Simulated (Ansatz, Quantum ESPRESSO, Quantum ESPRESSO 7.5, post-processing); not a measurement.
**Al chain with one bond drawn out by 1.5 Å: ballistic transmission**

How well does the junction conduct in the ballistic limit? It is: Al chain with one bond drawn out by 1.5 Å.

Program: Quantum ESPRESSO 7.5. Level of theory: plane-wave DFT, PBEsol, GBRV ultrasoft pseudopotentials (cross-check by Ansatz 0.2.0 with PAW datasets). Results are calculated unless marked as measured.

Most raw output is cut from this account.

**1. Starting point**

The cell holds 12 atoms: 12 Al. Cell: a = 7.500 Å, b = 7.500 Å, c = 30.300 Å, α = 90.0°, β = 90.0°, γ = 90.0°. Regions: left lead, 6 atoms (6 Al); right lead, 6 atoms (6 Al). Vacuum lies along a and b. The structure is stacked along c, and the current runs across the ab planes.

**2. SCF with pw.x**

One periodic cell holds a stretch of lead, the junction and more lead; the atoms stay as built.

Input file scf.in:

```
&control
  prefix = 'scf'
  outdir = './out'
  pseudo_dir = './pseudo'
  calculation = 'scf'
  tprnfor = .true.
/
&system
  ibrav = 0
  nat = 12
  ntyp = 1
  ecutwfc = 34
  ecutrho = 170
  occupations = 'smearing'
  smearing = 'mv'
  degauss = 0.01
/
&electrons
  conv_thr = 1e-07
  mixing_beta = 0.25
  electron_maxstep = 120
  mixing_mode = 'local-TF'
/
ATOMIC_SPECIES
  Al  26.9815  al_pbesol_v1.uspp.F.UPF
CELL_PARAMETERS angstrom
  7.50000000000000 0.00000000000000 0.00000000000000
  0.00000000000000 7.50000000000000 0.00000000000000
  0.00000000000000 0.00000000000000 30.30000000000000
ATOMIC_POSITIONS crystal
  Al  0.500000000000 0.500000000000 0.000000000000
  Al  0.500000000000 0.500000000000 0.079207920792
  Al  0.500000000000 0.500000000000 0.158415841584
  Al  0.500000000000 0.500000000000 0.237623762376
  Al  0.500000000000 0.500000000000 0.316831683168
  Al  0.500000000000 0.500000000000 0.396039603960
  Al  0.500000000000 0.500000000000 0.524752475248
  Al  0.500000000000 0.500000000000 0.603960396040
  Al  0.500000000000 0.500000000000 0.683168316832
  Al  0.500000000000 0.500000000000 0.762376237624
  Al  0.500000000000 0.500000000000 0.841584158416
  Al  0.500000000000 0.500000000000 0.920792079208
K_POINTS automatic
  1 1 3 0 0 0
```

Started as:

```console
> OMP_NUM_THREADS=1 mpirun -n 2 pw.x -nk 1 -in scf.in > scf.out
```

The job ended after 2.5 min (2 MPI ranks of Arm Neoverse V2, shared host; peak memory 0.93 GiB).

Read from the output:

```
free energy  : -1060.4332 eV
Fermi energy : -2.594 eV
```

The program's own clock; routines nest. Time by routine:

```
   routine  wall time (s)  calls
     PWSCF          149.3      1
 electrons          146.6      1
   c_bands          59.08     53
   cegterg          56.99    106
     h_psi          46.85    384
      fftw          43.44  13298
   mix_rho          42.74     53
  vloc_psi          38.33    384
      ffts          26.47   5565
  sum_band          24.39     53
      newd          12.99     54
  v_of_rho           7.11     54
    calbec           5.99    498
add_vuspsi           4.24    384
```

The run needed 53 iterations to bring the estimated error under 1e-07 Ry; the largest force on any atom, held or free, is 1.64 eV/Å.

**3. Transmission with pwcond.x**

prefixt takes both regions from one run: the lead from 0 to bdl, the scattering region from bdl to bds (units of alat). ikind = 1 puts the same lead on both sides. The program's T_tot counts both spins in a run without spin; the tables below give T per spin.

Input file cond.in:

```
&inputcond
  outdir = './out'
  prefixt = 'scf'
  tran_file = 'cond.dat'
  bdl = 0.6400000000
  bds = 4.0400000000
  ikind = 1
  ewind = 4.0
  epsproj = 1e-05
  nz1 = 7
  energy0 = 2.0
  denergy = -0.1
/
1
  0.00000000 0.00000000 1.00000000
41
```

Started as:

```console
> OMP_NUM_THREADS=1 mpirun -n 2 pwcond.x -in cond.in > cond.out
```

Run time: 3.2 min. Hardware: 2 MPI ranks; peak memory 0.31 GiB; 6.4 min of CPU time.

This step gave:

* lead channels at the Fermi level, one spin: 2
* transmission at the Fermi level, one spin: 0.3318
* conductance: 0.3318 G₀

Per spin. The open channels by energy, zero at the Fermi level:

energy (eV), open channels and a bar:
```
    -2.00       1.00 ##########
    -1.90       1.00 ##########
    -1.80       1.00 ##########
    -1.70       1.00 ##########
    -1.60       1.00 ##########
    -1.50       1.00 ##########
    -1.40       1.00 ##########
    -1.20       0.00 
    -1.10       0.00 
    -1.00       0.00 
    -0.90       0.00 
    -0.80       0.00 
    -0.70       0.00 
    -0.60       0.00 
    -0.50       0.00 
    -0.40       0.00 
    -0.30       2.00 ####################
    -0.20       2.00 ####################
    -0.10       2.00 ####################
     0.00       2.00 ####################
     0.10       2.00 ####################
     0.20       2.00 ####################
     0.30       2.00 ####################
     0.40       2.00 ####################
     0.50       2.00 ####################
     0.60       2.00 ####################
     0.70       2.00 ####################
     0.80       2.00 ####################
     0.90       3.00 ##############################
     1.00       3.00 ##############################
     1.10       3.00 ##############################
     1.20       3.00 ##############################
     1.40       3.00 ##############################
     1.50       3.00 ##############################
     1.60       3.00 ##############################
     1.70       3.00 ##############################
     1.80       3.00 ##############################
     1.90       3.00 ##############################
     2.00       3.00 ##############################
```

Per spin. Transmission against energy, zero at the Fermi level:

```
energy (eV)  transmission
      -2.00         0.188
      -1.90         0.193
      -1.70         0.195
      -1.60         0.187
      -1.40         0.134
      -1.30        0.0598
      -1.20             0
      -1.00             0
      -0.90             0
      -0.80             0
      -0.60             0
      -0.50             0
      -0.30        0.0124
      -0.20        0.0924
      -0.10         0.253
       0.00         0.332
       0.10         0.290
       0.20         0.230
       0.30         0.193
       0.50         0.174
       0.60         0.181
       0.80         0.207
       0.90         0.223
       1.00         0.272
       1.20         0.358
       1.30         0.400
       1.40         0.441
       1.60         0.527
       1.70         0.570
       1.90         0.658
       2.00         0.701
```

The program's own clock; routines nest. Time by routine:

```
     routine  wall time (s)  calls
      PWCOND          191.6      1
scatter_forw          162.4     82
       local          15.16      1
      compbs          11.95     41
    compbs_2           9.88     41
        init           0.77      1
       poten           0.09      1
```

At no point does T exceed the number of channels.

**4. Transmission with pwcond.x, with nz1 = 11**

A sensitivity test on the input.

cond.w.in is the input of step 3 with these lines changed:

```diff
@@ -3,3 +3,3 @@
   prefixt = 'scf'
-  tran_file = 'cond.dat'
+  tran_file = 'cond.w.dat'
   bdl = 0.6400000000
@@ -9,3 +9,3 @@
   epsproj = 1e-05
-  nz1 = 7
+  nz1 = 11
   energy0 = 2.0
```

Started as:

```console
> OMP_NUM_THREADS=1 mpirun -n 2 pwcond.x -in cond.w.in > cond.w.out
```

It took 3.3 min on 2 MPI ranks; peak memory 0.31 GiB.

Beside the run it was changed from:

```
                                  quantity  this run  unchanged run  difference
 transmission at the Fermi level, one spin    0.3318         0.3318      1.5e-5
lead channels at the Fermi level, one spin         2              2           0
                             wall time (s)       201            192
```

Over all energies T moves by up to 1.2e-4, at -1.3 eV.

The physical values in this table stay within 0.05 %.

**5. Cross-check with Ansatz**

As a check, the same structure is run in Ansatz.

Level of this step: plane-wave DFT, PBEsol, Ansatz PAW (Ansatz 0.2.0).

Input file input.yaml:

```yaml
crystal:
  lattice:
    - [7.5, 0.0, 0.0]
    - [0.0, 7.5, 0.0]
    - [0.0, 0.0, 30.3]
  atoms:
    - { symbol: Al, position: [0.5, 0.5, 0.0] }
    - { symbol: Al, position: [0.5, 0.5, 0.0792079208] }
    - { symbol: Al, position: [0.5, 0.5, 0.1584158416] }
    - { symbol: Al, position: [0.5, 0.5, 0.2376237624] }
    - { symbol: Al, position: [0.5, 0.5, 0.3168316832] }
    - { symbol: Al, position: [0.5, 0.5, 0.396039604] }
    - { symbol: Al, position: [0.5, 0.5, 0.5247524752] }
    - { symbol: Al, position: [0.5, 0.5, 0.603960396] }
    - { symbol: Al, position: [0.5, 0.5, 0.6831683168] }
    - { symbol: Al, position: [0.5, 0.5, 0.7623762376] }
    - { symbol: Al, position: [0.5, 0.5, 0.8415841584] }
    - { symbol: Al, position: [0.5, 0.5, 0.9207920792] }
kpoints:
  mp_grid: { grid: [1, 1, 4] }
hamiltonian:
  xc: pbesol
scf:
  occupations: { method: fermi_dirac, width: 0.1 }
  convergence: { dr2_threshold: 1.0e-08 }
output:
  transmission:
    leads: [[0, 1]]
    e_range: [-2.0, 2.0]
    de: 0.05
    kmesh: [1, 1]
    reduced_basis: true
  write_potential: true
  write_density: true
  volumetric_format: npy
  elf: true
```

Started as:

```console
> ansatz run input.yaml --threads 2 --pin off --max-ram 4096MiB --backend cpu --events-out ev --progress --plain --runs-dir out
```

The job ended after 40 s (2 threads; peak memory 1.3 GiB).

Read from the output:

```
free energy                                  : -6267.2816 eV
energy at zero smearing                      : -6266.9022 eV
smearing term TS                             : 0.7589 eV
Fermi energy                                 : -2.554 eV
symmetry operations                          : 16
transmission at the Fermi level, one spin    : 0.2465
step of the lead's Hamiltonian over a period : 10.4 meV
```

Per spin. Table of transmission by energy, zero at the Fermi level:

```
energy (eV)  transmission
      -2.00         0.174
      -1.90         0.177
      -1.80         0.179
      -1.70         0.177
      -1.55         0.165
      -1.45         0.145
      -1.35         0.103
      -1.25        0.0103
      -1.15             0
      -1.05             0
      -0.90             0
      -0.80             0
      -0.70             0
      -0.60             0
      -0.50             0
      -0.40             0
      -0.25        0.0545
      -0.15         0.140
      -0.05         0.225
       0.00         0.247
       0.05         0.252
       0.15         0.237
       0.25         0.215
       0.40         0.195
       0.50         0.191
       0.60         0.193
       0.70         0.199
       0.80         0.208
       0.90         0.222
       1.05         0.301
       1.15         0.348
       1.25         0.394
       1.35         0.437
       1.45         0.479
       1.55         0.520
       1.70         0.581
       1.80         0.621
       1.90         0.661
       2.00         0.702
```

Per spin. Table of open channels by energy, zero at the Fermi level:

```
energy (eV)  open channels
      -2.00              1
      -1.85              1
      -1.70              1
      -1.60              1
      -1.45              1
      -1.30              1
      -1.15              0
      -1.05              0
      -0.90              0
      -0.75              0
      -0.60              0
      -0.50              0
      -0.35              2
      -0.20              2
      -0.05              2
       0.00              2
       0.05              2
       0.20              2
       0.35              2
       0.50              2
       0.60              2
       0.75              2
       0.90              3
       1.05              3
       1.15              3
       1.30              3
       1.45              3
       1.60              3
       1.70              3
       1.85              3
       2.00              3
```

ELF in the ca plane at fractional y = 0.500, with atoms of Al within 0.2 Å of it. It is the smooth field of the valence electrons, not physical close to the nuclei.

Ten even steps from '0' (0.00 × 1e-1) to '9' (9.77 × 1e-1), each cell a mean:
```
00000000000000000000000000000000000000000000
00000000000000000000000000000000000000000000
00010000011111111111111111111111111111111111
01222111122222222222222222222222222222222222
13554322344444444433444433444433444443344443
25787544566655666555666555666655566655566665
37998766777767777667787766788766778776678876
58998678887568888557898745889854789874589985
69984259983127996115998312799611499841179971
69945539972516994342898152699525289815259952
69964349982317995123998221699512389822169961
59996468986348997436898524899732699862489984
48998767887667888667888766788766788876688886
26887655677666677666677666677666677766667766
14665433455554555544555444555544455554455554
02343211233333333333333322333333333333333333
00111000112211121111111111111111112111111111
00000000000000000000000000000000000000000000
00000000000000000000000000000000000000000000
00000000000000000000000000000000000000000000
```
Columns run along c (16.0 Å, from fractional 0.47 to 1.00 of the cell), rows up along a (7.5 Å). Atoms in or near the plane, at fractional coordinates: Al at (0.52, 0.50), Al at (0.60, 0.50), Al at (0.68, 0.50), Al at (0.76, 0.50), Al at (0.84, 0.50), Al at (0.92, 0.50).

Electrostatic potential energy in the ca plane at fractional y = 0.500, with atoms of Al within 0.2 Å of it. With pseudopotentials it is smooth inside the atoms' cores, unlike the true potential.

Values in eV, 11 rows by 16 columns, each cell a mean:
```
  1   1   1   1   2   2   2   2   2   2   2   2   2   2   2   2
  1   1   1   1   1   2   1   2   1   1   1   1   1   1   1   1
  1   0   0   1   1   1   1   1   1   1   1   1   1   1   1   1
  0  -4  -3  -2  -4  -1  -4  -1  -3  -3  -2  -4  -1  -4  -2  -3
 -2 -17 -13 -12 -17  -8 -17 -10 -15 -15 -11 -17  -8 -17 -12 -14
 -3 -14 -15 -15 -14 -13 -13 -14 -15 -15 -14 -13 -13 -13 -14 -15
 -1 -14 -10  -9 -14  -6 -16  -7 -13 -12  -8 -15  -6 -15  -9 -11
  1  -2  -1  -1  -2   0  -2   0  -1  -1   0  -2   0  -2  -1  -1
  1   1   1   1   1   1   1   1   1   1   1   1   1   1   1   1
  1   1   1   1   1   2   2   2   1   1   2   1   2   1   2   2
  1   1   1   1   2   2   2   2   2   2   2   2   2   2   2   2
```
Columns run along c (16.0 Å, from fractional 0.47 to 1.00 of the cell; values clipped at the 3rd and 97th percentile), rows up along a (7.5 Å). Atoms in or near the plane, at fractional coordinates: Al at (0.52, 0.50), Al at (0.60, 0.50), Al at (0.68, 0.50), Al at (0.76, 0.50), Al at (0.84, 0.50), Al at (0.92, 0.50).

Ansatz finds T = 0.247 against pwcond's 0.332.

**6. All levels side by side**

All levels:

```
                   step  T at the Fermi level (per spin)  conductance (G0)  r.m.s. T(E) from the first  CPU time of the step (s)  peak memory (GiB)
                 Ansatz                           0.2465                 -                           0                     77.85              1.337
                 pwcond                           0.3318            0.3318                     0.02076                     384.2               0.31
pwcond, changed setting                           0.3318            0.3318                     0.02076                     401.6               0.31
```

Per spin. Table of transmission by energy, zero at the Fermi level:

```
energy (eV)  Ansatz  pwcond  pwcond, changed setting
      -2.00   0.174   0.188                    0.188
      -1.90   0.177   0.193                    0.193
      -1.70   0.177   0.195                    0.195
      -1.60   0.171   0.187                    0.187
      -1.40   0.128   0.134                    0.134
      -1.30  0.0665  0.0598                   0.0597
      -1.20       0       0                        0
      -1.00       0       0                        0
      -0.90       0       0                        0
      -0.80       0       0                        0
      -0.60       0       0                        0
      -0.50       0       0                        0
      -0.30  0.0284  0.0124                   0.0124
      -0.20  0.0923  0.0924                   0.0924
      -0.10   0.188   0.253                    0.253
       0.00   0.247   0.332                    0.332
       0.10   0.247   0.290                    0.290
       0.20   0.225   0.230                    0.230
       0.30   0.206   0.193                    0.193
       0.50   0.191   0.174                    0.174
       0.60   0.193   0.181                    0.181
       0.80   0.208   0.207                    0.207
       0.90   0.222   0.223                    0.223
       1.00   0.276   0.272                    0.272
       1.20   0.371   0.358                    0.358
       1.30   0.415   0.400                    0.400
       1.40   0.458   0.441                    0.441
       1.60   0.541   0.527                    0.527
       1.70   0.581   0.570                    0.570
       1.90   0.661   0.658                    0.658
       2.00   0.702   0.701                    0.701
```

**7. A check by hand**

G = 0.332 × 77.48 µS = 25.7 µS a cell, a resistance of 38.9 kΩ.

**8. Outcome**

```
conductance from T at the Fermi level, a cell (G₀ = 2e²/h) : 0.332 G₀
lead channels per spin                                     : 2.00
the same conductance by Ansatz                             : 0.247 G₀
```

In words: The junction conducts 0.332 G₀ a cell at the Fermi level (PBEsol, GBRV ultrasoft). At the Fermi level the junction passes 17 % of what the leads offer. At the Fermi level pwcond and Ansatz differ by 35 %; unlike potentials, short leads and band edges at slightly different energies can each add to that; the cause was not traced. Over -2 to 2 eV, T lies between 0 and 0.70 per spin. The geometry is as built, not relaxed, and the leads are short.

[Logs are printed without paths, hosts, clocks, repeated set-up lines and the standing remarks that a program may print on its own settings, such as how far it seeks lower states.]

[Hosts, paths, dates, database ids (printed as entryN), source tags and the programs' standing remarks are cut or masked in the printed files.]

[Maps of the electrostatic potential energy from Ansatz leave out the sawtooth potential of an applied field or a dipole correction, so their vacuum need not be flat; planar profiles and work functions include it.]
